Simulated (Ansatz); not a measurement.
# LaLuS2F2 (built on the sites of a database entry of LaSF): relaxing the cell for a phonon run

Aim: bring LaLuS2F2 (built on the sites of a database entry of LaSF) to small forces and stress, as phonons need.

Calculated with Ansatz 0.2.0; DFT PBEsol, scalar-relativistic, plane waves, PseudoDojo norm-conserving pseudopotentials.

The structure was built from a prototype and need not be the compound's stable phase.

## Step 1: Starting point

The structure is tetragonal, space group P4mm (No. 99). The conventional cell has a = 3.915 Å, b = 3.915 Å, c = 6.781 Å, α = 90.00°, β = 90.00°, γ = 90.00°. Lu has 4 F at 2.50 Å and 5 S at 2.85 to 2.88 Å nearest. Nearest to La lie 4 F at 2.50 Å and 5 S at 2.85 to 2.88 Å. Nearest to S lie 1 Lu at 2.85 Å and 4 La at 2.88 Å. S has 1 La at 2.85 Å and 4 Lu at 2.88 Å nearest. Nearest to F lie 2 La at 2.50 Å and 2 Lu at 2.50 Å. Farther neighbours and most contacts between anions are not listed.

## Step 2: Probe on a coarse mesh

A quick single point on a coarse mesh tells whether the cell has a gap and how far it is from rest, which sets the k mesh and smearing that follow.

input.yaml reads:

```yaml
crystal:
  lattice:
    - [3.91524, 0.0, 0.0]
    - [0.0, 3.91524, 0.0]
    - [0.0, 0.0, 6.78143]
  atoms:
    - { symbol: Lu, position: [0.5, 0.0, 0.23005] }
    - { symbol: La, position: [0.0, 0.5, 0.76995] }
    - { symbol: S, position: [0.5, 0.0, 0.6504] }
    - { symbol: S, position: [0.0, 0.5, 0.3496] }
    - { symbol: F, position: [0.0, 0.0, 0.0] }
    - { symbol: F, position: [0.5, 0.5, 0.0] }
kpoints:
  mp_grid: { grid: [6, 6, 4] }
hamiltonian:
  xc: pbesol
  pseudopotentials: { kind: nc, accuracy: standard }
scf:
  occupations: { method: gaussian, width: 0.1 }
output:
  forces: true
  stress: true
  eigenvalues: true
```

On the command line:

```
> ansatz run input.yaml --threads 8 --pin off --max-ram 14336MiB --backend cpu --events-out ev --progress --plain --runs-dir out
```

Numbers of over 12 decimals in the logs are rounded to 6 here.

The log of the run:

```text
Engine: ansatz 0.2.0, x86_64-unknown-linux-gnu
Pseudopotentials: kind: nc
Pseudopotential: Lu, nc, valence charge 25, recommended cutoff 1360.569312 eV (normal), Lu.nc.azcp (PseudoDojo's, or run here from an input of PseudoDojo's; its table is named by hamiltonian.pseudopotentials.accuracy)
[...]
k-point 0: bands = [... 27 lower, 9.2113, 10.5335, 10.6749, 10.6749, 12.0831, 13.7270, 14.1917, 14.3750, ... 1 higher]
  k-point 1: bands = [... 27 lower, 9.2676, 10.0886, 10.6399, 10.6399, 12.2862, 13.4715, 14.3372, 14.3967, ... 1 higher]
  k-point 2: bands = [... 27 lower, 9.3276, 9.6294, 10.6007, 10.6007, 12.6818, 13.0201, 14.3129, 14.4451, ... 1 higher]
  k-point 29: bands = [... 27 lower, 9.1963, 9.6907, 9.9805, 9.9805, 14.3134, 14.3134, 14.4213, 14.4213, ... 1 higher]
[key lines of the parts left out:]
SCF converged after 13 iterations
Free energy (F): -9611.258042 eV
Fermi energy:    11.381481 eV
P = ⅓ Tr σ = -2.7545 GPa (-27.545 kbar)
```

Wall time 20 s (8 threads of AMD EPYC 7R43, shared host); peak memory 1.5 GiB.

This step gave:

```yaml
pressure: -2.755 GPa
gap_on_the_k_mesh: 1.408 eV
volume_per_atom: 17.33 Å³
direct_gap_on_mesh: 1.408 eV
```

The coarse mesh shows a gap of 1.41 eV and a pressure of -2.8 GPa.

## Step 3: Coarse relaxation

A rough relaxation comes first, because large forces or stress need no tight tolerances yet.

Changes to input.yaml since step 2:

```diff
@@ -23 +23,6 @@
   eigenvalues: true
+relax:
+  adjacent_minimum: "off"
+  f_tol: 0.05
+  max_steps: 80
+  cell: { stress_tol: 0.5 }
```

The log of the run:

```text
[...]
Crystal: 6 atoms, lattice volume = 103.953 Å³
Basis set: ecut = 1496.626244 eV, 13707 PW (Γ), exchange–correlation on 100×100×180 points (8 copies of the dense FFT grid, shifted against one another)
Bands: 38, of which v1, the nominal top of the filled ones, is band 31 counted from 1 (30 counted from 0)
Symmetry: 8 space group operations
[...]
cell:  # Å, volume = 100.5967 Å³
    - [3.833884, 0.0, 0]
    - [0, 3.833884, 0.0]
    - [0, 0.0, 6.843938]
  atoms:
    - { symbol: Lu, position: [0.500000, 0.0, 0.234347] }
    - { symbol: La, position: [0, 0.500000, 0.773603] }
    - { symbol: S, position: [0.500000, 0.0, 0.630279] }
    - { symbol: S, position: [0, 0.500000, 0.343965] }
    - { symbol: F, position: [0, 0.0, 0.008903] }
    - { symbol: F, position: [0.500000, 0.500000, 0.008903] }
[key lines of the parts left out:]
SCF converged after 4 iterations
Free energy (F): -9611.431945 eV
Fermi energy:    11.866077 eV
P = ⅓ Tr σ = -0.0284 GPa (-0.284 kbar)
```

Run time: 66 s. Hardware: 8 threads; peak memory 1.7 GiB; 8.4 min of CPU time.

The steps of the relaxation:

| step | energy less that of the first step (eV) | largest force component (eV/Å) | pressure (GPa) | volume (Å³) |
| --- | --- | --- | --- | --- |
| 1 | 0.0000 | 0.9933 | -2.75 | 103.95 |
| 2 | -0.0689 | 0.8824 | 0.86 | 99.91 |
| 3 | -0.1727 | 0.0783 | -0.24 | 100.82 |
| 4 | -0.1740 | 0.0226 | -0.03 | 100.60 |
| 5* | -0.1739 | 0.0218 | -0.03 | 100.60 |

Relaxation steps marked * repeat the geometry before them on a plane-wave basis chosen anew for their cell, so energy and pressure can jump there.

Forces are held to the 8 operations that the run works with; a distortion that breaks them can't arise in this run.

| conventional cell, symmetrised | before | after | change |
| --- | --- | --- | --- |
| a (Å) | 3.915 | 3.834 | -2.1 % |
| b (Å) | 3.915 | 3.834 | -2.1 % |
| c (Å) | 6.781 | 6.844 | +0.9 % |
| volume (Å³/atom) | 17.33 | 16.77 | -3.2 % |

The atoms that moved most (Å, as changes of fractional coordinates times the final cell):

| atom | dx | dy | dz | length |
| --- | --- | --- | --- | --- |
| S3 | 0.000 | 0.000 | -0.138 | 0.138 |
| F5 | 0.000 | 0.000 | 0.061 | 0.061 |
| F6 | 0.000 | 0.000 | 0.061 | 0.061 |
| S4 | 0.000 | 0.000 | -0.039 | 0.039 |
| Lu1 | 0.000 | 0.000 | 0.029 | 0.029 |
| La2 | 0.000 | 0.000 | 0.025 | 0.025 |

Final coordinates:

```cif
data_structure
_symmetry_space_group_name_H-M 'P 1'
_symmetry_Int_Tables_number 1
_cell_length_a 3.8339
_cell_length_b 3.8339
_cell_length_c 6.8439
_cell_angle_alpha 90.000
_cell_angle_beta 90.000
_cell_angle_gamma 90.000
_cell_volume 100.60
loop_
_atom_site_label
_atom_site_type_symbol
_atom_site_fract_x
_atom_site_fract_y
_atom_site_fract_z
_atom_site_occupancy
Lu1 Lu 0.50000 0.00000 0.23435 1
La2 La 0.00000 0.50000 0.77360 1
S3 S 0.50000 0.00000 0.63028 1
S4 S 0.00000 0.50000 0.34396 1
F5 F 0.00000 0.00000 0.00890 1
F6 F 0.50000 0.50000 0.00890 1
```

This step gave:

| Quantity | Value |
| --- | --- |
| pressure | -0.02841 GPa |
| gap on the k-mesh | 1.121 eV |
| volume per atom | 16.77 Å³ |
| direct gap on mesh | 1.121 eV |

In this step the volume went from 17.33 to 16.77 Å³/atom.

## Step 4: Bringing the structure to rest

Harmonic phonons are second derivatives at a point where the forces vanish, and they are wanted at zero stress, so atoms and cell are relaxed first.

input.yaml, the sections that differ from step 3:

```yaml
crystal:
  lattice:
    - [3.8338836291, 0.0, 0.0]
    - [0.0, 3.8338836291, 0.0]
    - [0.0, 0.0, 6.84393826]
  atoms:
    - { symbol: Lu, position: [0.5, 0.0, 0.2343470838] }
    - { symbol: La, position: [0.0, 0.5, 0.7736033045] }
    - { symbol: S, position: [0.5, 0.0, 0.6302788631] }
    - { symbol: S, position: [0.0, 0.5, 0.3439647438] }
    - { symbol: F, position: [0.0, 0.0, 0.0089030024] }
    - { symbol: F, position: [0.5, 0.5, 0.0089030024] }
scf:
  occupations: { method: gaussian, width: 0.02 }
relax:
  adjacent_minimum: "off"
  f_tol: 0.005
  max_steps: 80
  cell: { stress_tol: 0.05 }
# kpoints, hamiltonian, output: as in step 3
```

The log of the run:

```text
[...]
Crystal: 6 atoms, lattice volume = 100.597 Å³
Basis set: ecut = 1496.626244 eV, 13187 PW (Γ), exchange–correlation on 100×100×180 points (8 copies of the dense FFT grid, shifted against one another)
Bands: 38, of which v1, the nominal top of the filled ones, is band 31 counted from 1 (30 counted from 0)
Symmetry: 8 space group operations
[...]
k-points: 30 of 144 (time reversal used)
[...]
SCF iter   1: F=—  HF=-9655.951773 eV  |F-HF|=—  |Δ(HF+E_count)|=         —  Δρ=6.73e-1  dr2=8.17e2  ethr=3.10e-3  ⟨swp⟩=23.9  Hψ=12217  notcnv=0  defer=3
[...]
SCF iter  13: F=-9611.431945 eV  HF=-9611.431945 eV  |F-HF|=3.17e-8  |Δ(HF+E_count)|=   2.24e-7  Δρ=7.74e-6  dr2=5.03e-8  ethr=1.61e-10  ⟨swp⟩=25.2  Hψ=11198  notcnv=0
SCF 1 converged in 13 iterations: F = -9611.431945 eV  dr2 = 5.03e-8
relax step   1: F+E_penalty+E_count = -9611.43194510 eV  Δ(F+E_penalty+E_count) = +0.000e0 eV  max|allowed force component| = 2.270e-2 eV/Å  Δτ_max = 0.0000 Å  P = -0.028 GPa  Ω = 100.597 Å³  (13 SCF iters, dr2 threshold 1.00e-7 eV, accepted)
Crystal: 6 atoms, lattice volume = 100.575 Å³
Basis set: ecut = 1496.626244 eV, 13195 PW (Γ), exchange–correlation on 100×100×180 points (8 copies of the dense FFT grid, shifted against one another)
[...]
SCF iter   6: F=-9611.431857 eV  HF=-9611.431857 eV  |F-HF|=1.77e-9  |Δ(HF+E_count)|=   6.07e-8  Δρ=3.27e-6  dr2=7.71e-9  ethr=5.19e-11  ⟨swp⟩=9.8  Hψ=7529  notcnv=0
SCF 2 converged in 6 iterations: F = -9611.431857 eV  dr2 = 7.71e-9
relax step   2: F+E_penalty+E_count = -9611.43185673 eV  Δ(F+E_penalty+E_count) = +8.838e-5 eV  max|allowed force component| = 6.336e-2 eV/Å  Δτ_max = 0.0074 Å  P = -0.006 GPa  Ω = 100.575 Å³  energy of the carried Pulay correction = +9.559e-7 eV  (6 SCF iters, dr2 threshold 3.22e-8 eV, rejected (line search))
Crystal: 6 atoms, lattice volume = 100.577 Å³
[...]
SCF iter   9: F=-9611.432089 eV  HF=-9611.432089 eV  |F-HF|=1.82e-12  |Δ(HF+E_count)|=  8.91e-11  Δρ=1.08e-7  dr2=4.92e-12  ethr=1.00e-12  ⟨swp⟩=6.8  Hψ=6738  notcnv=0
SCF 3 converged in 9 iterations: F = -9611.432089 eV  dr2 = 4.92e-12
relax step   3: F+E_penalty+E_count = -9611.43208911 eV  Δ(F+E_penalty+E_count) = -1.440e-4 eV  max|allowed force component| = 1.044e-2 eV/Å  Δτ_max = 0.0017 Å  P = -0.012 GPa  Ω = 100.577 Å³  energy of the carried Pulay correction = +8.583e-7 eV  (9 SCF iters, accepted)
[...]
relax step   4: F+E_penalty+E_count = -9611.43210009 eV  Δ(F+E_penalty+E_count) = -1.098e-5 eV  max|allowed force component| = 9.196e-3 eV/Å  Δτ_max = 0.0022 Å  P = -0.025 GPa  Ω = 100.583 Å³  energy of the carried Pulay correction = +5.855e-7 eV  (7 SCF iters, dr2 threshold 6.81e-9 eV, accepted)
[...]
relax step   5: F+E_penalty+E_count = -9611.43211147 eV  Δ(F+E_penalty+E_count) = -1.139e-5 eV  max|allowed force component| = 5.440e-3 eV/Å  Δτ_max = 0.0009 Å  P = -0.003 GPa  Ω = 100.559 Å³  energy of the carried Pulay correction = +1.631e-6 eV  (6 SCF iters, dr2 threshold 5.29e-9 eV, accepted)
[...]
relax step   6: F+E_penalty+E_count = -9611.43211442 eV  Δ(F+E_penalty+E_count) = -2.949e-6 eV  max|allowed force component| = 4.230e-4 eV/Å  Δτ_max = 0.0004 Å  P = +0.001 GPa  Ω = 100.558 Å³  energy of the carried Pulay correction = +1.705e-6 eV  (5 SCF iters, dr2 threshold 1.85e-9 eV, accepted)
[...]
SCF iter   1: F=—  HF=-9611.432663 eV  |F-HF|=—  |Δ(HF+E_count)|=         —  Δρ=3.17e-6  dr2=6.42e-9  ethr=3.47e-7  ⟨swp⟩=4.3  Hψ=15296  notcnv=0
eigensolver tolerance schedule: the retry pair's looser diagonalisation over-reported the residual by 33489.93 of it (diagonalisation noise at an unbounded share of the residual, at the tolerance the schedule requests for it); recorded, not acted on — ethr = c·dr2/N_el stays at c = 1.0e-1
SCF iter   2: F=—  HF=-9611.432113 eV  |F-HF|=—  |Δ(HF+E_count)|=   5.50e-4  Δρ=2.13e-6  dr2=3.43e-9  ethr=1.04e-11  ⟨swp⟩=4.9  Hψ=4150  notcnv=0
[...]
SCF iter   6: F=-9611.432113 eV  HF=-9611.432113 eV  |F-HF|=2.18e-11  |Δ(HF+E_count)|=  7.28e-12  Δρ=2.18e-7  dr2=3.29e-11  ethr=1.00e-12  ⟨swp⟩=5.3  Hψ=4509  notcnv=0
SCF 7 converged in 6 iterations: F = -9611.432113 eV  dr2 = 3.29e-11
relax step   7: F+E_penalty+E_count = -9611.43211307 eV  Δ(F+E_penalty+E_count) = +1.355e-6 eV  max|allowed force component| = 4.360e-4 eV/Å  Δτ_max = 0.0000 Å  P = +0.001 GPa  Ω = 100.558 Å³  stress off target by 2.08e-3 GPa  SCF on the basis re-selected at this cell (its energy is not comparable with the rows above)  (6 SCF iters)
[...]
SCF converged after 6 iterations
Free energy (F): -9611.432113 eV
[...]
Internal energy: -9611.432113 eV  (E = F + TS)
E sigma→0 (E₀):  -9611.432113 eV
Fermi energy:    11.865235 eV
[...]
--- Forces (eV/Å), atoms counted from 1 ---
  atom   1  Lu     0.00000000    -0.00000000     0.00025952
  atom   2  La    -0.00000000     0.00000000    -0.00043578
  atom   3  S     -0.00000000     0.00000000     0.00018023
  atom   4  S      0.00000000    -0.00000000     0.00013372
  atom   5  F      0.00000000     0.00000000    -0.00006808
  atom   6  F     -0.00000000    -0.00000000    -0.00006808
  max |Σ_I F_I| component: 1.53e-6 eV/Å
--- Stress (GPa, compression-positive) ---
        0.000669       0.000000      -0.000000
        0.000000       0.000669       0.000000
       -0.000000       0.000000       0.002075
  P = ⅓ Tr σ = 0.0011 GPa (0.011 kbar)
--- Band table (eV; the first three rows and the last of 30) ---
  k-point 0: bands = [... 27 lower, 9.6472, 11.0930, 11.3072, 11.3072, 12.4230, 14.1558, 14.5876, 14.7684, ... 3 higher]
  k-point 1: bands = [... 27 lower, 9.7012, 10.6874, 11.2613, 11.2613, 12.6056, 13.9155, 14.7231, 14.7510, ... 3 higher]
  k-point 2: bands = [... 27 lower, 9.7588, 10.2722, 11.2114, 11.2114, 12.8976, 13.5633, 14.7358, 14.7898, ... 3 higher]
  k-point 29: bands = [... 27 lower, 9.3027, 10.3265, 10.4643, 10.4643, 14.6574, 14.6574, 14.7984, 14.8420, ... 3 higher]
--- Relaxed structure (6 steps of the walk, 5 accepted, 1 SCFs on fresh bases) ---
[...]
cell:  # Å, volume = 100.5578 Å³
    - [3.830877, 0.0, 0]
    - [0.0, 3.830877, 0.0]
    - [0, 0.0, 6.852030]
  atoms:
    - { symbol: Lu, position: [0.500000, 0.0, 0.233868] }
    - { symbol: La, position: [0, 0.500000, 0.773495] }
    - { symbol: S, position: [0.500000, 0.0, 0.630351] }
    - { symbol: S, position: [0, 0.500000, 0.343833] }
    - { symbol: F, position: [0, 0.0, 0.00922664] }
    - { symbol: F, position: [0.500000, 0.500000, 0.00922664] }
```

Elapsed: 84 s, on 8 threads; peak memory 1.6 GiB.

The steps of the relaxation:

| step | energy less that of the first step (eV) | largest force component (eV/Å) | pressure (GPa) | volume (Å³) |
| --- | --- | --- | --- | --- |
| 1 | 0.0000 | 0.0227 | -0.03 | 100.60 |
| 2 | 0.0001 | 0.0634 | -0.01 | 100.57 |
| 3 | -0.0001 | 0.0104 | -0.01 | 100.58 |
| 4 | -0.0002 | 0.0092 | -0.02 | 100.58 |
| 5 | -0.0002 | 0.0054 | 0.00 | 100.56 |
| 6 | -0.0002 | 0.0004 | 0.00 | 100.56 |
| 7* | -0.0002 | 0.0004 | 0.00 | 100.56 |

Relaxation steps marked * repeat the geometry before them on a plane-wave basis chosen anew for their cell, so energy and pressure can jump there. Relaxation step 2 was tried and not accepted.

Forces are held to the 8 operations that the run works with; a distortion that breaks them can't arise in this run.

| conventional cell, symmetrised | before | after | change |
| --- | --- | --- | --- |
| a (Å) | 3.834 | 3.831 | -0.1 % |
| b (Å) | 3.834 | 3.831 | -0.1 % |
| c (Å) | 6.844 | 6.852 | +0.1 % |
| volume (Å³/atom) | 16.77 | 16.76 | -0.0 % |

Final coordinates:

```cif
data_structure
_symmetry_space_group_name_H-M 'P 1'
_symmetry_Int_Tables_number 1
_cell_length_a 3.8309
_cell_length_b 3.8309
_cell_length_c 6.8520
_cell_angle_alpha 90.000
_cell_angle_beta 90.000
_cell_angle_gamma 90.000
_cell_volume 100.56
loop_
_atom_site_label
_atom_site_type_symbol
_atom_site_fract_x
_atom_site_fract_y
_atom_site_fract_z
_atom_site_occupancy
Lu1 Lu 0.50000 0.00000 0.23387 1
La2 La 0.00000 0.50000 0.77350 1
S3 S 0.50000 0.00000 0.63035 1
S4 S 0.00000 0.50000 0.34383 1
F5 F 0.00000 0.00000 0.00923 1
F6 F 0.50000 0.50000 0.00923 1
```

Numbers from this step:

```
pressure           : 0.001138 GPa
gap on the k-mesh  : 1.116 eV
volume per atom    : 16.76 Å³
direct gap on mesh : 1.116 eV
```

In this step the volume went from 16.77 to 16.76 Å³/atom.

## Step 5: Tight relaxation

Phonons need a cell at rest on their own settings, so the relaxation is repeated with tight tolerances on forces and stress on the k mesh and occupations of the first response run.

input.yaml reads:

```yaml
crystal:
  lattice:
    - [3.8308766259, 0.0, 0.0]
    - [0.0, 3.8308766259, 0.0]
    - [0.0, 0.0, 6.8520295167]
  atoms:
    - { symbol: Lu, position: [0.5, 0.0, 0.2338676095] }
    - { symbol: La, position: [0.0, 0.5, 0.7734951932] }
    - { symbol: S, position: [0.5, 0.0, 0.6303512932] }
    - { symbol: S, position: [0.0, 0.5, 0.3438326301] }
    - { symbol: F, position: [0.0, 0.0, 0.009226637] }
    - { symbol: F, position: [0.5, 0.5, 0.009226637] }
kpoints:
  mp_grid: { grid: [8, 8, 4] }
hamiltonian:
  xc: pbesol
  pseudopotentials: { kind: nc, accuracy: standard }
scf:
  occupations: { method: fixed }
output:
  forces: true
  stress: true
  eigenvalues: true
relax:
  adjacent_minimum: "off"
  f_tol: 0.001
  max_steps: 60
  cell: { stress_tol: 0.01 }
```

The log of the run:

```text
[...]
Crystal: 6 atoms, lattice volume = 100.558 Å³
Basis set: ecut = 1496.626244 eV, 13195 PW (Γ), exchange–correlation on 100×100×180 points (8 copies of the dense FFT grid, shifted against one another)
Bands: 38, of which v1, the nominal top of the filled ones, is band 31 counted from 1 (30 counted from 0)
Symmetry: 8 space group operations
[...]
cell:  # Å, volume = 100.5578 Å³
    - [3.8308766259, 0.0, 0.0]
    - [0.0, 3.8308766259, 0.0]
    - [0.0, 0.0, 6.8520295167]
  atoms:
    - { symbol: Lu, position: [0.5, 0.0, 0.2338676095] }
    - { symbol: La, position: [0.0, 0.5, 0.773495] }
    - { symbol: S, position: [0.5, 0.0, 0.6303512932] }
    - { symbol: S, position: [0.0, 0.5, 0.343833] }
    - { symbol: F, position: [0.0, 0.0, 0.009226637] }
    - { symbol: F, position: [0.5, 0.5, 0.009226637] }
[key lines of the parts left out:]
SCF converged after 10 iterations
Free energy (F): -9611.432458 eV
Fermi energy:    11.306894 eV
P = ⅓ Tr σ = -0.0009 GPa (-0.009 kbar)
```

Run time: 62 s. Hardware: 8 threads; peak memory 1.7 GiB; 7.9 min of CPU time.

Little changed from the start: no atom moved by 0.005 Å and no cell edge by 0.1 %.

Numbers from this step:

```yaml
pressure: -8.57e-4 GPa
```

The largest force component left is 0.56 meV/Å and the pressure is -0.001 GPa, within the tolerances set. The cell now holds 16.76 Å³/atom.

## Step 6: Results

```json
{
 "space group after relaxation (within 0.01 Å)": "P4mm",
 "lattice constant a": "3.831 Å",
 "lattice constant b": "3.831 Å",
 "lattice constant c": "6.852 Å",
 "volume per atom": "16.8 Å³",
 "gap on the k-mesh": "1.12 eV"
}
```

**Reading.** The largest force component left is 0.56 meV/Å and the pressure is -0.001 GPa, within the tolerances set. The cell now holds 16.76 Å³/atom. The relaxation keeps the symmetry of its start, so it says nothing on stability against lower symmetry. Spin-orbit coupling is left out, which can matter for the heavy elements here. The starting cell was built on a prototype and not taken from a measurement, so the phase need not exist.

[Logs are printed without paths, hosts, clocks, repeated set-up lines and the standing remarks that a program may print on its own settings, such as how far it seeks lower states.]

[Hosts, paths, dates, database ids (printed as entryN), source tags and the programs' standing remarks are cut or masked in the printed files.]
